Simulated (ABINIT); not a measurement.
# A GW chain in ABINIT: SrTiO3 (Tausonite), part 2 of 2

How does a plane-wave GW calculation on SrTiO3 (Tausonite) run from the first input to the gap?

ABINIT 10.8.3; PBE and many-body steps on it, plane waves. Known limits of the many-body steps: not at the basis limit; no spin-orbit coupling; coarse k mesh.

So far. Step 3 (Empty states on the mesh, 4×4×4 mesh, 124 bands): On this mesh the gap is 1.908 eV. Step 4 (Screening, 4×4×4 mesh, 116 bands, screening to 136.1 eV): Local fields lower ε∞ by 5 %. On a Γ-centred mesh this coarse the value itself is usually too large, while a short band sum pulls it down.

## (5) Self-energy, 4×4×4 mesh, 116 bands, screening to 136.1 eV

The self-energy is evaluated for the states that the input lists, and the levels follow from it, in one-shot runs by the linearised quasiparticle equation.

This step: G0W0 on PBE, plane waves, norm-conserving pseudopotentials.

File run.abi:

```
acell 3*1.0 Angstrom
rprim 
  3.905280000000 0.000000000000 0.000000000000
  0.000000000000 3.905280000000 0.000000000000
  0.000000000000 0.000000000000 3.905280000000
ntypat 3
znucl 38 22 8
natom 5
typat 1 2 3 3 3
xred 
  0.500000000000 0.500000000000 0.500000000000
  0.000000000000 0.000000000000 0.000000000000
  0.500000000000 0.000000000000 0.000000000000
  0.000000000000 0.500000000000 0.000000000000
  0.000000000000 0.000000000000 0.500000000000
pp_dirpath "pseudos"
pseudos "Sr.upf, Ti.upf, O.upf"
ecut 38
ngkpt 4 4 4
nshiftk 1
shiftk 0 0 0
kptopt 1
chksymbreak 0
istwfk *1
occopt 1
irdwfk 1
optdriver 4
nband 116
gwcalctyp 0
ecutsigx 38
symsigma 1
nkptgw 2
kptgw 
  0.5000000000 0.5000000000 0.5000000000
  0.0000000000 0.0000000000 0.0000000000
bdgw 
  18 23
  18 23
ecuteps 5
irdscr 1
ppmodel 1
indata_prefix "in"
outdata_prefix "out"
tmpdata_prefix "tmp"
```

On the command line:

```sh
$ OMP_NUM_THREADS=1 mpirun -n 8 abinit run.abi > log
```

Numbers of over 12 decimals in the logs are rounded to 6 here.

What it wrote:

```text
.Version 10.8.3 of ABINIT. v10.8.2 released Aug 2026.

 Symmetries : space group Pm -3 m (#221); Bravais cP (primitive cubic)
[... echo of the input left out ...]
== DATASET  1 ==================================================================
-   mpi_nproc: 8, omp_nthreads: 1 (-1 if OMP is not activated)

--- !DatasetInfo
iteration_state: {dtset: 1, }
dimensions: {natom: 5, nkpt: 10, mband: 116, nsppol: 1, nspinor: 1, nspden: 1, mpw: 4632, }
cutoff_energies: {ecut:  38.0, pawecutdg:  -1.0, }
electrons: {nelect:   4.00000000E+01, charge:   0.00000000E+00, occopt:   1.00000000E+00, tsmear:   1.00000000E-02, }

 SIGMA: Calculation of the GW corrections

 Based on a program developped by R.W. Godby, V. Olevano, G. Onida, and L. Reining.
 Incorporated in ABINIT by V. Olevano, G.-M. Rignanese, and M. Torrent.
.Using double precision arithmetic ; gwpc =  8

[... cell and pseudopotentials left out ...]
--------------------------------------------------------------------------------

 ==== K-mesh for the wavefunctions ====
 Number of points in the irreducible wedge :    10
[... list of points left out ...]
 Together with 48 symmetry operations and time-reversal symmetry
 yields    64 points in the full Brillouin Zone.

 ==== Q-mesh for screening function ====
 Number of points in the irreducible wedge :    10
[... list of points left out ...]
 Together with 48 symmetry operations and time-reversal symmetry
 yields    64 points in the full Brillouin Zone.

 vcoul_init : cutoff-mode = AUXILIARY_FUNCTION
 q-points for optical limit:   1
     1)      0.000010    0.000020    0.000030
 setmesh: FFT mesh size selected  =    45x   45x   45
          total number of points  =        91125

 Number of electrons calculated from density =   40.0000; Expected =   40.0000
 average of density, n =  0.099519
 r_s =    1.3387
 omega_plasma =   30.4305 [eV]

 === KS Band Gaps ===
  >>>> For spin  1
   Minimum direct gap =   2.2628 [eV], located at k-point      :   0.0000  0.0000  0.0000
   Fundamental gap    =   1.9077 [eV], Top of valence bands at :   0.5000  0.5000  0.5000
                                       Bottom of conduction at :   0.0000  0.0000  0.0000
 SIGMA fundamental parameters:
 PLASMON POLE MODEL  1
 number of plane-waves for SigmaX                 4457
 number of plane-waves for SigmaC and W            203
 number of plane-waves for wavefunctions          4457
 number of bands                                   116
 number of independent spin polarizations            1
 number of spinorial components                      1
 number of k-points in IBZ                          10
 number of q-points in IBZ                          10
 number of symmetry operations                      48
 number of k-points in BZ                           64
 number of q-points in BZ                           64
 number of frequencies for dSigma/dE                 9
 frequency step for dSigma/dE [eV]                0.25
 number of omega for Sigma on real axis              0
 max omega for Sigma on real axis  [eV]           0.00
 zcut for avoiding poles [eV]                     0.10

 EPSILON^-1 parameters (SCR file):
 dimension of the eps^-1 matrix on file            203
 dimension of the eps^-1 matrix used               203
 number of plane-waves for wavefunctions          4457
 number of bands                                   116
 number of q-points in IBZ                          10
 number of frequencies                               2
 number of real frequencies                          1
 number of imag frequencies                          1

 matrix elements of self-energy operator (all in [eV])

 Perturbative Calculation

--- !SelfEnergy_ee
iteration_state: {dtset: 1, }
kpoint     : [   0.500,    0.500,    0.500, ]
spin       : 1
KS_gap     :    4.517
QP_gap     :    6.459
Delta_QP_KS:    1.943
data: !SigmaeeData |
     Band     E0 <VxcDFT>   SigX SigC(E0)      Z dSigC/dE  Sig(E)    E-E0       E
       18   6.925 -20.195 -25.189   5.000   0.769  -0.300 -20.190   0.005   6.930
       19   6.925 -20.195 -25.189   5.000   0.769  -0.300 -20.190   0.005   6.930
       20   6.925 -20.195 -25.189   5.000   0.769  -0.300 -20.190   0.005   6.930
       21  11.442 -21.983 -12.959  -6.416   0.747  -0.339 -20.036   1.947  13.389
       22  11.442 -21.983 -12.959  -6.416   0.747  -0.339 -20.036   1.947  13.389
       23  11.442 -21.983 -12.959  -6.416   0.747  -0.339 -20.036   1.947  13.389

--- !SelfEnergy_ee
iteration_state: {dtset: 1, }
kpoint     : [   0.000,    0.000,    0.000, ]
spin       : 1
KS_gap     :    2.263
QP_gap     :    3.861
Delta_QP_KS:    1.598
data: !SigmaeeData |
     Band     E0 <VxcDFT>   SigX SigC(E0)      Z dSigC/dE  Sig(E)    E-E0       E
       18   6.570 -20.542 -25.366   4.815   0.774  -0.292 -20.549  -0.006   6.564
       19   6.570 -20.542 -25.366   4.815   0.774  -0.292 -20.549  -0.006   6.564
       20   6.570 -20.542 -25.366   4.815   0.774  -0.292 -20.549  -0.006   6.564
       21   8.833 -18.883 -11.450  -5.401   0.783  -0.276 -17.291   1.592  10.425
       22   8.833 -18.883 -11.450  -5.401   0.783  -0.276 -17.291   1.592  10.425
       23   8.833 -18.883 -11.450  -5.401   0.783  -0.276 -17.291   1.592  10.425

== END DATASET(S) ==============================================================
================================================================================

 -outvars: echo values of variables after computation  --------
           etotal      0.0000000000E+00
            nband         116
             nkpt          10
          spgroup         221
 [... the other variables as echoed above ...]

 Calculation completed.
```

Wall time 6.8 s (8 MPI ranks of Arm Neoverse V2, shared host); peak memory 1.7 GiB; 53 s of CPU time.

This step gave:

* G0W0 gap on the points computed: 3.495 eV
* starting gap on the mesh: 1.908 eV
* k of the valence top: 0.5, 0.5, 0.5
* k of the conduction bottom: 0, 0, 0
* Z at the valence top: 0.769
* Z at the conduction bottom: 0.783
* least direct G0W0 gap on the computed points: 3.861 eV

The gap on the mesh goes from 1.91 eV to 3.50 eV, a correction of +1.59 eV.

Limits: finite bands, cutoff and mesh; no spin-orbit coupling; coarse k mesh. v1 is the top filled band, c1 the lowest empty one. The levels before and after the correction (eV, zero at the valence-band top of each column):

```
           conduction bottom  valence top
Kohn-Sham               1.91         0.00
     G0W0               3.50         0.00
```

```
                         level  energy (eV)
Kohn-Sham  (0.5 0.5 0.5) v3-v1        0.000
Kohn-Sham  (0.5 0.5 0.5) c1-c3        4.517
Kohn-Sham              Γ v3-v1       -0.355
Kohn-Sham              Γ c1-c3        1.908
     G0W0  (0.5 0.5 0.5) v3-v1        0.000
     G0W0  (0.5 0.5 0.5) c1-c3        6.459
     G0W0              Γ v3-v1       -0.366
     G0W0              Γ c1-c3        3.495
```

## (6) Where the time went

Times are wall times on 8 MPI ranks of Arm Neoverse V2, shared host, good to a factor of about two.

```
                    step     time  share  memory (GiB)
            ground state     19 s   12 %          0.64
empty states on the mesh  1.8 min   66 %           9.1
               screening     29 s   18 %           1.8
             self-energy    6.8 s    4 %           1.7
```

## (7) What came out

```json
{"PBE gap": "1.91 eV, indirect", "G0W0 gap on the mesh": "3.50 eV", "GW settings": "4×4×4 mesh, 116 bands, screening to 136.1 eV, Godby-Needs plasmon pole", "known limits": "not at the basis limit; no spin-orbit coupling; coarse k mesh"}
```

In words: G0W0 moves the gap on the mesh from 1.91 eV to 3.50 eV (+1.59 eV), with Z of 0.77 and 0.78 at the edges. Local fields lower the RPA ε∞ on this mesh from 6.77 to 6.41; a Γ-centred mesh this coarse tends to raise both, most where the direct gap is narrow, while a short band sum lowers them. Only 2 of the mesh's irreducible points were corrected, so a valley elsewhere could overtake. The dearest step here is «empty states on the mesh». Against experiment, by G0W0@PBE: the direct gap of 3.86 eV lies +0.09 eV from the measured 3.77 eV (direct, 300 K, 2013). An exciton line or allowed optical edge lies below the quasiparticle gap by the binding energy; a forbidden edge can push the onset above it. The calculation has static nuclei and no excitons; a measured gap holds zero-point and thermal motion, which mostly lowers it. Bands and cutoff are finite, so the gap is not at the basis limit. The miss can reach some tenths of an eV and take either sign; the mesh is an error of its own. In the G0W0 run levels were corrected at 2 k points alone, so a gap called «on the mesh» is the least over those, and an edge elsewhere would be missed. The 4×4×4 mesh is coarse for this cell, which bears on the long-range parts of exchange and screening. This is the ideal cubic cell; many perovskites, halides above all, are cubic only on average, and local tilts or off-centring can widen the gap. The many-body steps are scalar-relativistic: spin-orbit coupling is not in them.

[Paths, hosts, dates, memory and timing lines, banners, echoed tables and standing remarks are left out of the program output.]

[Logs are printed without paths, hosts, clocks, repeated set-up lines and the standing remarks that a program may print on its own settings, such as how far it seeks lower states.]

[Runs of the session that timed out or met a known fault of the program may be left out.]

[No measured gap is set beside runs whose start may be inverted or whose files or cutoffs have a known fault.]

[Hosts, paths, dates, database ids (printed as entryN), source tags and the programs' standing remarks are cut or masked in the printed files.]

[G0W0 gaps are taken among the corrected bands and points alone; a level outside them can change the order at an edge.]

[Where Ansatz stands beside ABINIT at settings called matched, ABINIT's density can come from a denser mesh and the files from another edition; pairs whose starting gaps differed by over 0.03 eV were left out, so agreement reads better than it is.]
